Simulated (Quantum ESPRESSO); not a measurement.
# Mn3Si: a ladder in the plane-wave cutoff, part 2 of 2

Wanted: the cheapest choice of the plane-wave cutoff that holds the magnetic results of Mn3Si.

Quantum ESPRESSO 7.5; LDA; plane waves with GBRV 1.5 LDA potentials, no spin-orbit coupling (settings of the first rung).

So far, largest spin moment in the atom's sphere (μB): step 2 (rung 1, start ferro +++) 1.94; step 3 (rung 1, start ferri +--) 1.94; step 4 (rung 2, start ferro +++) 2.21; step 5 (rung 2, start ferri +--) 2.21; step 6 (rung 3, start ferro +++) 2.25.

## Step 7: Rung 3, start ferri +--

The input, pw.in:

```
&CONTROL
  calculation = 'scf'
  prefix = 'pwscf'
  outdir = './tmp'
  pseudo_dir = './pseudo'
  disk_io = 'nowf'
/
&SYSTEM
  ibrav = 0
  nat = 4
  ntyp = 3
  ecutwfc = 32
  ecutrho = 224
  nbnd = 35
  occupations = 'smearing'
  smearing = 'fd'
  degauss = 0.00999582
  nspin = 2
  starting_magnetization(1) = 0.2333
  starting_magnetization(2) = -0.2333
  starting_magnetization(3) = 0
/
&ELECTRONS
  conv_thr = 8d-09
  electron_maxstep = 150
  mixing_beta = 0.3
/
ATOMIC_SPECIES
Mn1    54.9380 mn_lda_v1.5.uspp.F.UPF
Mn2    54.9380 mn_lda_v1.5.uspp.F.UPF
Si     28.0850 si_lda_v1.uspp.F.UPF
CELL_PARAMETERS bohr
   0.0000000000    5.4065064426    5.4065064426
   5.4065064426    0.0000000000    5.4065064426
   5.4065064426    5.4065064426    0.0000000000
ATOMIC_POSITIONS crystal
Mn1     0.5000000000    0.5000000000    0.5000000000
Mn2     0.2500000000    0.2500000000    0.2500000000
Mn2     0.7500000000    0.7500000000    0.7500000000
Si      0.0000000000    0.0000000000    0.0000000000
K_POINTS automatic
8 8 8 0 0 0
```

Run with:

```bash
$ OMP_NUM_THREADS=1 mpirun -n 2 pw.x -nk 2 -in pw.in > pw.out
```

What it wrote:

```text
     [... lines left out ...]
Program PWSCF v.7.5 starts
     [... lines left out ...]
     number of atoms/cell      =            4
     [... lines left out ...]
     number of electrons       =        49.00
     number of Kohn-Sham states=           35
     kinetic-energy cutoff     =      32.0000  Ry
     charge density cutoff     =     224.0000  Ry
     scf convergence threshold =      8.0E-09
     [... lines left out ...]
     48 Sym. Ops., with inversion, found
     [... lines left out ...]
     number of k points=    29  Fermi-Dirac smearing, width (Ry)=  0.0100
     [... lines left out ...]
     iteration # 19     ecut=    32.00 Ry     beta= 0.30
     [... lines left out ...]
     Magnetic moment per site  (integrated on atomic sphere of radius R)
     atom   1 (R=0.253)  charge= 13.3309  magn=  2.2451
     atom   2 (R=0.253)  charge= 13.4052  magn= -0.5485
     atom   3 (R=0.253)  charge= 13.4052  magn= -0.5485
     atom   4 (R=0.253)  charge=  2.1364  magn=  0.0268
     [... lines left out ...]
     the Fermi energy is    16.7483 ev
!    total energy              =    -643.27222502 Ry
     estimated scf accuracy    <          7.7E-09 Ry
     smearing contrib. (-TS)   =      -0.01819734 Ry
     [... lines left out ...]
     total magnetization       =     1.22 Bohr mag/cell
     absolute magnetization    =     3.56 Bohr mag/cell
     convergence has been achieved in  19 iterations
```

Elapsed: 36 s, on 2 MPI ranks of Intel Xeon 6975P-C (Granite Rapids), shared host; peak memory 0.22 GiB.

This step gave:

```yaml
magnetization: 1.22 μB
final_state: ferrimagnetic
largest_moment: 2.245 μB
```

## Step 8: Rung 4, start ferro +++

The input, pw.in:

```
&CONTROL
  calculation = 'scf'
  prefix = 'pwscf'
  outdir = './tmp'
  pseudo_dir = './pseudo'
  disk_io = 'nowf'
/
&SYSTEM
  ibrav = 0
  nat = 4
  ntyp = 2
  ecutwfc = 40
  ecutrho = 280
  nbnd = 39
  occupations = 'smearing'
  smearing = 'fd'
  degauss = 0.00999582
  nspin = 2
  starting_magnetization(1) = 0.2333
  starting_magnetization(2) = 0
/
&ELECTRONS
  conv_thr = 8d-09
  electron_maxstep = 150
  mixing_beta = 0.3
/
ATOMIC_SPECIES
Mn     54.9380 mn_lda_v1.5.uspp.F.UPF
Si     28.0850 si_lda_v1.uspp.F.UPF
CELL_PARAMETERS bohr
   0.0000000000    5.4065064426    5.4065064426
   5.4065064426    0.0000000000    5.4065064426
   5.4065064426    5.4065064426    0.0000000000
ATOMIC_POSITIONS crystal
Mn      0.5000000000    0.5000000000    0.5000000000
Mn      0.2500000000    0.2500000000    0.2500000000
Mn      0.7500000000    0.7500000000    0.7500000000
Si      0.0000000000    0.0000000000    0.0000000000
K_POINTS automatic
8 8 8 0 0 0
```

What it wrote:

```text
     [... lines left out ...]
Program PWSCF v.7.5 starts
     [... lines left out ...]
     number of atoms/cell      =            4
     [... lines left out ...]
     number of electrons       =        49.00
     number of Kohn-Sham states=           39
     kinetic-energy cutoff     =      40.0000  Ry
     charge density cutoff     =     280.0000  Ry
     scf convergence threshold =      8.0E-09
     [... lines left out ...]
     48 Sym. Ops., with inversion, found
     [... lines left out ...]
     number of k points=    29  Fermi-Dirac smearing, width (Ry)=  0.0100
     [... lines left out ...]
     iteration # 23     ecut=    40.00 Ry     beta= 0.30
     [... lines left out ...]
     Magnetic moment per site  (integrated on atomic sphere of radius R)
     atom   1 (R=0.253)  charge= 13.3305  magn=  2.2354
     atom   2 (R=0.253)  charge= 13.4048  magn= -0.5416
     atom   3 (R=0.253)  charge= 13.4048  magn= -0.5416
     atom   4 (R=0.253)  charge=  2.1359  magn=  0.0267
     [... lines left out ...]
     the Fermi energy is    16.7549 ev
!    total energy              =    -643.29655133 Ry
     estimated scf accuracy    <          8.2E-10 Ry
     smearing contrib. (-TS)   =      -0.01820943 Ry
     [... lines left out ...]
     total magnetization       =     1.22 Bohr mag/cell
     absolute magnetization    =     3.54 Bohr mag/cell
     convergence has been achieved in  23 iterations
```

Run time: 46 s. Hardware: 2 MPI ranks; peak memory 0.27 GiB.

This step gave:

```
magnetization  : 1.224 μB
final state    : ferrimagnetic
largest moment : 2.235 μB
```

The typed signs were not kept.

## Step 9: Rung 4, start ferri +--

The input, pw.in:

```
&CONTROL
  calculation = 'scf'
  prefix = 'pwscf'
  outdir = './tmp'
  pseudo_dir = './pseudo'
  disk_io = 'nowf'
/
&SYSTEM
  ibrav = 0
  nat = 4
  ntyp = 3
  ecutwfc = 40
  ecutrho = 280
  nbnd = 35
  occupations = 'smearing'
  smearing = 'fd'
  degauss = 0.00999582
  nspin = 2
  starting_magnetization(1) = 0.2333
  starting_magnetization(2) = -0.2333
  starting_magnetization(3) = 0
/
&ELECTRONS
  conv_thr = 8d-09
  electron_maxstep = 150
  mixing_beta = 0.3
/
ATOMIC_SPECIES
Mn1    54.9380 mn_lda_v1.5.uspp.F.UPF
Mn2    54.9380 mn_lda_v1.5.uspp.F.UPF
Si     28.0850 si_lda_v1.uspp.F.UPF
CELL_PARAMETERS bohr
   0.0000000000    5.4065064426    5.4065064426
   5.4065064426    0.0000000000    5.4065064426
   5.4065064426    5.4065064426    0.0000000000
ATOMIC_POSITIONS crystal
Mn1     0.5000000000    0.5000000000    0.5000000000
Mn2     0.2500000000    0.2500000000    0.2500000000
Mn2     0.7500000000    0.7500000000    0.7500000000
Si      0.0000000000    0.0000000000    0.0000000000
K_POINTS automatic
8 8 8 0 0 0
```

What it wrote:

```text
     [... lines left out ...]
Program PWSCF v.7.5 starts
     [... lines left out ...]
     number of atoms/cell      =            4
     [... lines left out ...]
     number of electrons       =        49.00
     number of Kohn-Sham states=           35
     kinetic-energy cutoff     =      40.0000  Ry
     charge density cutoff     =     280.0000  Ry
     scf convergence threshold =      8.0E-09
     [... lines left out ...]
     48 Sym. Ops., with inversion, found
     [... lines left out ...]
     number of k points=    29  Fermi-Dirac smearing, width (Ry)=  0.0100
     [... lines left out ...]
     iteration # 20     ecut=    40.00 Ry     beta= 0.30
     [... lines left out ...]
     Magnetic moment per site  (integrated on atomic sphere of radius R)
     atom   1 (R=0.253)  charge= 13.3304  magn=  2.2348
     atom   2 (R=0.253)  charge= 13.4048  magn= -0.5409
     atom   3 (R=0.253)  charge= 13.4048  magn= -0.5409
     atom   4 (R=0.253)  charge=  2.1359  magn=  0.0266
     [... lines left out ...]
     the Fermi energy is    16.7549 ev
!    total energy              =    -643.29655133 Ry
     estimated scf accuracy    <          6.8E-09 Ry
     smearing contrib. (-TS)   =      -0.01821636 Ry
     [... lines left out ...]
     total magnetization       =     1.23 Bohr mag/cell
     absolute magnetization    =     3.54 Bohr mag/cell
     convergence has been achieved in  20 iterations
```

Run time: 43 s. Hardware: 2 MPI ranks; peak memory 0.27 GiB.

Numbers from this step:

```
magnetization  : 1.225 μB
final state    : ferrimagnetic
largest moment : 2.235 μB
```

## Step 10: Rung 5, start ferro +++

The input, pw.in:

```
&CONTROL
  calculation = 'scf'
  prefix = 'pwscf'
  outdir = './tmp'
  pseudo_dir = './pseudo'
  disk_io = 'nowf'
/
&SYSTEM
  ibrav = 0
  nat = 4
  ntyp = 2
  ecutwfc = 56
  ecutrho = 392
  nbnd = 39
  occupations = 'smearing'
  smearing = 'fd'
  degauss = 0.00999582
  nspin = 2
  starting_magnetization(1) = 0.2333
  starting_magnetization(2) = 0
/
&ELECTRONS
  conv_thr = 8d-09
  electron_maxstep = 150
  mixing_beta = 0.3
/
ATOMIC_SPECIES
Mn     54.9380 mn_lda_v1.5.uspp.F.UPF
Si     28.0850 si_lda_v1.uspp.F.UPF
CELL_PARAMETERS bohr
   0.0000000000    5.4065064426    5.4065064426
   5.4065064426    0.0000000000    5.4065064426
   5.4065064426    5.4065064426    0.0000000000
ATOMIC_POSITIONS crystal
Mn      0.5000000000    0.5000000000    0.5000000000
Mn      0.2500000000    0.2500000000    0.2500000000
Mn      0.7500000000    0.7500000000    0.7500000000
Si      0.0000000000    0.0000000000    0.0000000000
K_POINTS automatic
8 8 8 0 0 0
```

What it wrote:

```text
     [... lines left out ...]
Program PWSCF v.7.5 starts
     [... lines left out ...]
     number of atoms/cell      =            4
     [... lines left out ...]
     number of electrons       =        49.00
     number of Kohn-Sham states=           39
     kinetic-energy cutoff     =      56.0000  Ry
     charge density cutoff     =     392.0000  Ry
     scf convergence threshold =      8.0E-09
     [... lines left out ...]
     48 Sym. Ops., with inversion, found
     [... lines left out ...]
     number of k points=    29  Fermi-Dirac smearing, width (Ry)=  0.0100
     [... lines left out ...]
     iteration # 22     ecut=    56.00 Ry     beta= 0.30
     [... lines left out ...]
     Magnetic moment per site  (integrated on atomic sphere of radius R)
     atom   1 (R=0.253)  charge= 13.3312  magn=  2.2368
     atom   2 (R=0.253)  charge= 13.4049  magn= -0.5428
     atom   3 (R=0.253)  charge= 13.4049  magn= -0.5428
     atom   4 (R=0.253)  charge=  2.1361  magn=  0.0267
     [... lines left out ...]
     the Fermi energy is    16.7539 ev
!    total energy              =    -643.29818882 Ry
     estimated scf accuracy    <          1.0E-09 Ry
     smearing contrib. (-TS)   =      -0.01819881 Ry
     [... lines left out ...]
     total magnetization       =     1.22 Bohr mag/cell
     absolute magnetization    =     3.54 Bohr mag/cell
     convergence has been achieved in  22 iterations
```

Run time: 1.7 min. Hardware: 2 MPI ranks; peak memory 0.37 GiB; 3.4 min of CPU time.

Numbers from this step:

| Quantity | Value |
| --- | --- |
| magnetization | 1.224 μB |
| final state | ferrimagnetic |
| largest moment | 2.237 μB |

The typed signs were not kept.

## Step 11: Rung 5, start ferri +--

The input, pw.in:

```
&CONTROL
  calculation = 'scf'
  prefix = 'pwscf'
  outdir = './tmp'
  pseudo_dir = './pseudo'
  disk_io = 'nowf'
/
&SYSTEM
  ibrav = 0
  nat = 4
  ntyp = 3
  ecutwfc = 56
  ecutrho = 392
  nbnd = 35
  occupations = 'smearing'
  smearing = 'fd'
  degauss = 0.00999582
  nspin = 2
  starting_magnetization(1) = 0.2333
  starting_magnetization(2) = -0.2333
  starting_magnetization(3) = 0
/
&ELECTRONS
  conv_thr = 8d-09
  electron_maxstep = 150
  mixing_beta = 0.3
/
ATOMIC_SPECIES
Mn1    54.9380 mn_lda_v1.5.uspp.F.UPF
Mn2    54.9380 mn_lda_v1.5.uspp.F.UPF
Si     28.0850 si_lda_v1.uspp.F.UPF
CELL_PARAMETERS bohr
   0.0000000000    5.4065064426    5.4065064426
   5.4065064426    0.0000000000    5.4065064426
   5.4065064426    5.4065064426    0.0000000000
ATOMIC_POSITIONS crystal
Mn1     0.5000000000    0.5000000000    0.5000000000
Mn2     0.2500000000    0.2500000000    0.2500000000
Mn2     0.7500000000    0.7500000000    0.7500000000
Si      0.0000000000    0.0000000000    0.0000000000
K_POINTS automatic
8 8 8 0 0 0
```

What it wrote:

```text
     [... lines left out ...]
Program PWSCF v.7.5 starts
     [... lines left out ...]
     number of atoms/cell      =            4
     [... lines left out ...]
     number of electrons       =        49.00
     number of Kohn-Sham states=           35
     kinetic-energy cutoff     =      56.0000  Ry
     charge density cutoff     =     392.0000  Ry
     scf convergence threshold =      8.0E-09
     [... lines left out ...]
     48 Sym. Ops., with inversion, found
     [... lines left out ...]
     number of k points=    29  Fermi-Dirac smearing, width (Ry)=  0.0100
     [... lines left out ...]
     iteration # 20     ecut=    56.00 Ry     beta= 0.30
     [... lines left out ...]
     Magnetic moment per site  (integrated on atomic sphere of radius R)
     atom   1 (R=0.253)  charge= 13.3312  magn=  2.2364
     atom   2 (R=0.253)  charge= 13.4049  magn= -0.5423
     atom   3 (R=0.253)  charge= 13.4049  magn= -0.5423
     atom   4 (R=0.253)  charge=  2.1361  magn=  0.0267
     [... lines left out ...]
     the Fermi energy is    16.7537 ev
!    total energy              =    -643.29818881 Ry
     estimated scf accuracy    <          2.6E-09 Ry
     smearing contrib. (-TS)   =      -0.01820402 Ry
     [... lines left out ...]
     total magnetization       =     1.22 Bohr mag/cell
     absolute magnetization    =     3.54 Bohr mag/cell
     convergence has been achieved in  20 iterations
```

Elapsed: 92 s, on 2 MPI ranks; peak memory 0.35 GiB.

Numbers from this step:

```
magnetization  : 1.224 μB
final state    : ferrimagnetic
largest moment : 2.236 μB
```

## Step 12: Side by side

Ferrimagnetic means that a moment over 0.15 μB on a transition or rare-earth metal, induced ones included, opposes the net moment. Ladder, by row:

```
rung  cutoff (eV)  state from the first start  state from the second start  second less first (meV a seeded atom)  moment, first (μB)  moment, second (μB)  CPU time (s)
   1          245               ferrimagnetic                ferrimagnetic                                      0               1.936                1.937         77.16
   2          327               ferrimagnetic                ferrimagnetic                                      0               2.211                2.212         100.3
   3          435               ferrimagnetic                ferrimagnetic                                      0               2.245                2.245         158.4
   4          544               ferrimagnetic                ferrimagnetic                                      0               2.235                2.235         178.5
   5          762               ferrimagnetic                ferrimagnetic                                      0               2.237                2.236         386.6
```

## Step 13: Outcome

| Quantity | Value |
| --- | --- |
| range of the largest moment, first start | 1.94 to 2.25 μB; second start 1.94 to 2.25 μB |
| range of CPU time | 77 s to 6.4 min |

In words: The two starts end within 0.5 meV of each other at every rung, so their difference tests nothing. The largest moment of the first start lies between 1.94 and 2.25 μB. Energies are free energies at an electronic temperature of 1580 K, which lowers moments and differences where the moments are itinerant.

[Long decimals in the printed logs are rounded to 6 places.]

[Logs and program files are shortened in this print: banners, set-up blocks, solver, clock and traceback lines can be left out without a mark of their own.]

[Logs are printed without paths, hosts, clocks, repeated set-up lines and the standing remarks that a program may print on its own settings, such as how far it seeks lower states.]

[Hosts, paths, dates, database ids (printed as entryN), source tags and the programs' standing remarks are cut or masked in the printed files.]

[Where the starting crystal was built by hand or by swapping elements, it need not be the compound's stable phase.]

[Where a cell is said to come from a database of computed structures, the database is the Materials Project.]

[Lattice constants that a cell's source calls measured were typed from memory.]
